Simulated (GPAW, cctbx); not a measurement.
# What do these deviations say about the bonding?

Li2RuS2, P3m1 (no. 156), a = 3.7420 Å, b = 3.7420 Å, c = 6.4597 Å, α = 90.00°, β = 90.00°, γ = 120.00°.

| atom | mult. | x | y | z |
| --- | --- | --- | --- | --- |
| Ru1 | 1 | 1/3 | 2/3 | 0.6246 |
| S1 | 1 | 1/3 | 2/3 | 0.2410 |
| S2 | 1 | 0 | 0 | 0.7401 |
| Li1 | 1 | 2/3 | 1/3 | 0.0447 |
| Li2 | 1 | 0 | 0 | 0.3481 |

The cell comes from substitution in a known structure type and wasn't matched to any measured phase.

Absolute values of the static structure factors of the conventional cell from DFT (PBE, GPAW) against free spherical atoms, in electrons:

```
   hkl  d (Å)  free atoms  crystal
   001  6.460       39.47    39.30
   100  3.241       43.38    43.48
   002  3.230       46.26    46.48
   101  2.897       35.19    35.13
1 0 -1  2.897       19.87    19.71
   102  2.288       46.25    46.13
1 0 -2  2.288       24.44    24.34
   003  2.153       34.24    34.09
   110  1.871       53.83    53.53
   111  1.797       29.33    29.28
```

**Question.** Which way does charge move, and which reflections show it best?

Project each element's phase sum on the total phase. |F| rises if density moves to atoms that scatter in phase and falls if it moves to atoms that scatter against it; the rule is for low angles, since changes of shape take over beyond. Where all elements are in phase the terms compete, and the compactness of the donor's and the acceptor's density matters too.

| hkl | Ru in phase | S in phase | Li in phase | change (e) | (%) |
| --- | --- | --- | --- | --- | --- |
| 001 | +1.0 | 0.0 | -1.0 | -0.17 | -0.4 |
| 100 | +1.0 | +0.7 | -1.0 | +0.10 | +0.2 |
| 002 | +0.9 | +1.2 | -0.6 | +0.23 | +0.5 |
| 101 | +0.8 | +0.5 | -0.4 | -0.06 | -0.2 |
| 1 0 -1 | +1.0 | -1.6 | +1.7 | -0.16 | -0.8 |
| 102 | +1.0 | +1.0 | +1.4 | -0.11 | -0.2 |
| 1 0 -2 | +1.0 | -0.7 | -1.0 | -0.10 | -0.4 |
| 003 | +1.0 | 0.0 | +0.6 | -0.15 | -0.4 |

Low-angle reflections that set elements apart and change by more than 0.05 e: 001, 100, 002, 101, 1 0 -1, 1 0 -2 and 003. The signs fit a gain of density on S and a loss on Ru and Li. The best witness is 1 0 -1, -0.8 %, where S enters with -1.6. The real-space density agrees: Voronoi charges Ru +0.21, S -0.21, Li +0.10 e. The shortest bond, S–Li, has Δρ = +0.06 e/Å³ at its midpoint.

[Outputs are excerpts: Python notices, other lines and further rows are left out; steps that failed or that the build refused (PBEsol, TPSS) are not shown.]

[Logs are printed without paths, hosts, clocks, repeated set-up lines and the standing remarks that a program may print on its own settings, such as how far it seeks lower states.]
